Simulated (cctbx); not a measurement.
## Symmetry from intensities

Cell: a = 9.3070 Å, b = 7.3620 Å, c = 9.9180 Å, α = 90.00°, β = 90.00°, γ = 90.00°. Expected content of the cell: Eu12 V20.

The data are simulated with cctbx, not measured: Ag Kα, λ = 0.56087 Å, to d = 0.8 Å, 70 % of the full sphere, strongest reflection 5000 counts, noise from counting, a 1.5 % proportional error and a noise floor of 15 counts (s.d.); no absorption.

A first pass over the reflections prints:

```text
3885 reflections to d = 0.800 A
centring   violations  <I/sigma> of those
    A        524 of  1950      3.6
    B        524 of  1911      3.7
    C          0 of  1907      0.0
    I        391 of  1928      2.1
    R        723 of  2590      3.8
    F        524 of  2884      2.5
Laue class    unique    Rint  (classes that these axes allow; Friedel mates merged)
C 1 2/m 1         746   0.061
C 2/m 1 1         733   0.062
C m m m           425   0.068
space group    extra absences  I>4sigma  <I/sigma>
C 2 2 21               11          0       0.2  acentric
C 2 2 2                 0          0         -  acentric
C m m 2                 0          0         -  acentric
C m c 21               83          0      -0.1  acentric
C 2 m m                 0          0         -  acentric
C m 2 m                 0          0         -  acentric
C 2 c m                83          0      -0.1  acentric
C m c m                83          0      -0.1  centric
C m m m                 0          0         -  centric
Wilson B = 0.39 A^2   <|E^2-1|> = 0.861 (0.968 centric, 0.736 acentric)   E^2>4: 3.1 %
shell (A)         n   <I/sigma>
 9.92 - 1.60     64     18.9
 1.60 - 1.27     54     20.4
 1.27 - 1.11     52     14.9
 1.11 - 1.01     50     12.5
 1.01 - 0.94     56     15.6
 0.94 - 0.88     51     10.3
 0.88 - 0.84     45     16.8
 0.84 - 0.80     53      7.0
```

**Question.** What are the lattice type, the Laue class and the likely space group?

The reflections that C centring forbids are absent (⟨I/σ⟩ near 0), so the lattice is C.

Rint stays low (0.061 to 0.068) up to C m m m, the highest class in these axes.

9 settings pass the absence test. The most absences obeyed, 83, belong to C m c 21, C 2 c m and C m c m, which absences can't tell apart.

⟨|E²−1|⟩ = 0.861 lies between the two ideal values. The Wilson B of 0.39 Å² means U ≈ 0.0049 Å².

The true group is Cmcm (no. 63), Laue class mmm, centrosymmetric. The tables only narrow the choice to the tied entries; cell content, site symmetry and trial solutions must settle it.

This is a model crystal, built by substitution and not relaxed, with assumed displacement parameters.

[Logs are printed without paths, hosts, clocks, repeated set-up lines and the standing remarks that a program may print on its own settings, such as how far it seeks lower states.]
